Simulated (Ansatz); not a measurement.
# MoSeS (layered bulk) (P6_3mc): the gap up the ladder of methods, part 2 of 2

What gap does each level of theory give for MoSeS (layered bulk) (P6_3mc), and in what time?

Ansatz 0.2.0; density functionals, hybrids and G0W0, plane waves, PAW. Known limits of the many-body steps: finite bands, screening cutoff and k mesh; no spin-orbit coupling in G0W0.

So far. Step 4 (HSE06 on the 6×6×2 mesh): Over mesh and listed points the gap is 1.019 eV, from k = Γ to k = (0.167, 0.167, 0.000). The least direct gap found is 2.174 eV, at k = (0.333, 0.333, 0.000). HSE06 against PBEsol: 1.019 − 0.502 = +0.517 eV. The runs also differ in mesh (12×12×2 and 6×6×2), so how much of this comes from the functional alone is not known.

The structure was built from a prototype and need not be the compound's stable phase.

In doubt: masses and optical values from hybrid runs of this build are listed as unsure (step 6), which bears on the screening that GW takes from such a start.

## Step 6: G0W0@HSE06, 9×9×2 mesh, 202 empty bands, screening to 90 eV, PAW set soft_1 files

This step: G0W0 on HSE06, plane waves, PAW; PAW set soft_1.

Input file input.yaml:

```yaml
crystal:
  lattice:
    - [3.1671178746, 0.0, 0.0]
    - [-1.5835589373, 2.7428045362, 0.0]
    - [0.0, 0.0, 12.0096143063]
  atoms:
    - { symbol: Mo, position: [0.3333333333, 0.6666666667, 0.2550024429] }
    - { symbol: S, position: [0.6666666667, 0.3333333333, 0.382195575] }
    - { symbol: Se, position: [0.6666666667, 0.3333333333, 0.1128019821] }
    - { symbol: Mo, position: [0.6666666667, 0.3333333333, 0.7550024429] }
    - { symbol: S, position: [0.3333333333, 0.6666666667, 0.882195575] }
    - { symbol: Se, position: [0.3333333333, 0.6666666667, 0.6128019821] }
kpoints:
  mp_grid: { grid: [9, 9, 2] }
hamiltonian:
  xc: hse06
  pseudopotentials: { kind: paw, azcp: { folder: soft_1 } }
scf:
  occupations: { method: fixed }
gw:
  n_empty_bands: 202
  ecut_chi: 90
  qp_bands: [v2, c2]
  qp_kpoints: band_edges
  screening: { model: contour_deformation }
```

Started as:

```
ansatz run input.yaml --threads 2 --pin off --max-ram 92160MiB --backend cuda --events-out ev --progress --plain --runs-dir out --devices 1 --max-vram 13GiB
```

Numbers of over 12 decimals in the logs are rounded to 6 here.

Log:

```text
GPUs: using 1 of 1 available (devices: 1).
[...]
GPU FFT provider: cuFFT
GPU libraries: cuBLAS 13.8.2, cuFFT 12.4.0, cuSOLVER 12.3.4
Crystal: 6 atoms, lattice volume = 104.325 Å³
Basis set: ecut = 420 eV, 2045 PW (Γ)
Bands: 44, of which v1, the nominal top of the filled ones, is band 36 counted from 1 (35 counted from 0)
Symmetry: 12 space group operations
[...]
k-points: 24 of 162
[...]
1    37     15.8054   -13.7297    -4.0220   -18.0125  0.7696    16.0672    16.0663  root
     1    38     15.8054   -13.7297    -4.0220   -18.0125  0.7696    16.0672    16.0663  root
[...]
23    35     12.1257   -18.7521     0.5676   -18.5337  0.7730    12.4740    12.4749  root
    23    36     12.1257   -18.7521     0.5676   -18.5337  0.7730    12.4740    12.4749  root
    23    37     14.4903   -15.9682    -3.6578   -20.0290  0.7673    14.8950    14.8932  root
    23    38     14.4903   -15.9682    -3.6578   -20.0290  0.7673    14.8950    14.8932  root
[key lines of the parts left out:]
Free energy (F): -22666.767242 eV
Fermi energy:    12.943297 eV
```

The job ended after 99 s (1 × NVIDIA H100 80GB HBM3 (shared by 6 runs) with 2 threads of AMD EPYC 7R13 (Zen 3), shared host; peak memory 2.4 GiB).

This step gave:

```
bands summed                                    : 238
RPA ε∞ on this mesh (eigenvalues)               : 7.446, 12.98, 12.98
plane waves in the screening matrix             : 229
G0W0 gap over the corrected points              : 1.068 eV
k of the valence top                            : 0, 0, 0
k of the conduction bottom                      : 0.1111, 0.2222, 0
starting gap on the mesh                        : 1.123 eV
Z at the valence top                            : 0.7753
Z at the conduction bottom                      : 0.7822
least direct G0W0 gap over the corrected points : 2.208 eV
```

Over 14 of 24 irreducible mesh points the G0W0 gap is 1.068 eV, from k = Γ to k = (0.111, 0.222, 0.000). The HSE06 gap of this run on the mesh is 1.123 eV. The two states that bound the G0W0 gap lie that far apart at the start, so the correction of the gap is 1.068 − 1.123 = −0.055 eV. G0W0@HSE06 against G0W0@PBEsol with 471 bands: 1.068 − 0.938 = +0.130 eV. The runs also differ in empty bands (435 and 202) and screening cutoff (eV) (150.0 and 90), so how much of this comes from the start alone is not known.

## Step 7: The ladder

Each gap is the least one over the points named; times are wall times on shared hosts, not benchmarks. A G0W0 time includes the run's own self-consistent start. Runs with listed points see these and the mesh alone, so an edge that moves elsewhere is missed. Rows marked * are further runs, not shown as steps, whose inputs differ from the G0W0 step on the same start in the columns given; solver thresholds can differ too.

```csv
level,mesh,"files, cutoff","bands summed, screening",points,gap (eV),valence top,conduction bottom,least direct gap (eV),time
PBEsol,12×12×2,"soft_1 PAW, 420 eV",-,mesh and path,0.502,Γ,"(0.167, 0.167, 0.000)",1.695,9 s
PBEsol+SOC,12×12×2,"soft_1 PAW, 420 eV",-,mesh and listed points,0.493,Γ,"(0.167, 0.167, 0.000)",1.656,22 s
HSE06,6×6×2,"soft_1 PAW, 420 eV",-,mesh and listed points,1.019,Γ,"(0.167, 0.167, 0.000)",2.174,37 s
G0W0@PBEsol*,9×9×2,"soft_1 PAW, 420 eV","146, 60 eV",17 of 24 irreducible mesh points,0.844,Γ,"(0.111, 0.222, 0.000)",2.075,46 s
G0W0@PBEsol,9×9×2,"soft_1 PAW, 420 eV","471, 150 eV",17 of 24 irreducible mesh points,0.938,Γ,"(0.111, 0.222, 0.000)",2.063,1.8 min
G0W0@HSE06,9×9×2,"soft_1 PAW, 420 eV","238, 90 eV",14 of 24 irreducible mesh points,1.068,Γ,"(0.111, 0.222, 0.000)",2.208,99 s
```

## Step 8: Results

* PBEsol, over mesh and path: 0.502 eV
* PBEsol+SOC, over mesh and listed points: 0.493 eV
* HSE06, over mesh and listed points: 1.019 eV
* G0W0@PBEsol (471 bands, 9×9×2), over 17 of 24 irreducible mesh points: 0.938 eV
* G0W0@HSE06, over 14 of 24 irreducible mesh points: 1.068 eV
* known limits: finite bands, screening cutoff and k mesh; no spin-orbit coupling in G0W0

The rows run from 0.493 eV (PBEsol+SOC) to 1.068 eV (G0W0@HSE06). They differ in mesh, bands and screening cutoff of G0W0 and the points over which the gap was sought as well as in level, so only pairs that share these are like for like. PBEsol+SOC against PBEsol: 0.493 − 0.502 = −0.009 eV, with the same mesh, set of files (read in its fully relativistic form for the spin-orbit run) and cutoff, and both edges at the same k points. The spin-orbit run sees mesh and listed points alone, so its gap is an upper bound: the coupling can move an edge off these points, the more so as this crystal has no centre of inversion, and the change over the zone, its sign included where it is small, is not known. G0W0@PBEsol (471 bands, 9×9×2) moves the gap of its own start on the mesh by 0.938 − 0.599 = +0.339 eV, between the same two levels. Over mesh and path, PBEsol puts the conduction bottom at k = (0.167, 0.167, 0.000), where no G0W0 correction was computed. The G0W0 gap over the whole zone is therefore not known from this run; at its settings it can only be equal to or under the 0.938 eV found, and no correction is carried over from another point. For the start itself the gap is 0.502 eV over mesh and path and 0.599 eV on the mesh of the G0W0 run, in runs that differ in mesh (12×12×2 and 9×9×2). G0W0@HSE06 moves the gap of its own start on the mesh by 1.068 − 1.123 = −0.055 eV, between the same two levels. Over mesh and listed points, HSE06 puts the conduction bottom at k = (0.167, 0.167, 0.000), where no G0W0 correction was computed. The G0W0 gap over the whole zone is therefore not known from this run; at its settings it can only be equal to or under the 1.068 eV found, and no correction is carried over from another point. For the start itself the gap is 1.019 eV over mesh and listed points and 1.123 eV on the mesh of the G0W0 run, in runs that differ in mesh (6×6×2 and 9×9×2). What spin-orbit coupling does to the G0W0 levels was not computed, so no sum with the G0W0 gap is formed. For G0W0@PBEsol: from 146 bands and 60 eV to 471 bands and 150 eV the gap moves by 0.938 − 0.844 = +0.094 eV; bands and screening cutoff rise together, so their parts are not told apart. Two runs can't test a law of convergence, so the limit is not known. The other G0W0 rows are shown at one basis each (238 bands), so their distance from the limit is not known here. The G0W0 runs are scalar-relativistic. No pair of G0W0 runs that differ in the mesh alone is shown (9×9×2 is a supercell whose nearest images lie 24 Å apart), so the error from the mesh is not known here. G0W0 is shown with one set of atomic data (soft_1 PAW), so the error from the files is not known here.

[Paths, hosts, dates, memory and timing lines, banners, echoed tables and standing remarks are left out of the program output.]

[Logs are printed without paths, hosts, clocks, repeated set-up lines and the standing remarks that a program may print on its own settings, such as how far it seeks lower states.]

[Runs of the session that timed out or met a known fault of the program may be left out.]

[Cells called generated may have been cut or substituted from an entry of the Crystallography Open Database or the Materials Project.]

[Hosts, paths, dates, database ids (printed as entryN), source tags and the programs' standing remarks are cut or masked in the printed files.]

[Where an RPA ε∞ is given, it is that of the G0W0 mesh and is not shown converged in it. Names of k-points follow the symmetry that the program found, which can be lower than the space group named. Band edges on a path are those of the sampled points; other points can move an edge, and change direct to indirect where valleys lie close.]

[Hybrid gaps are those of their k-mesh and are not shown converged in it.]
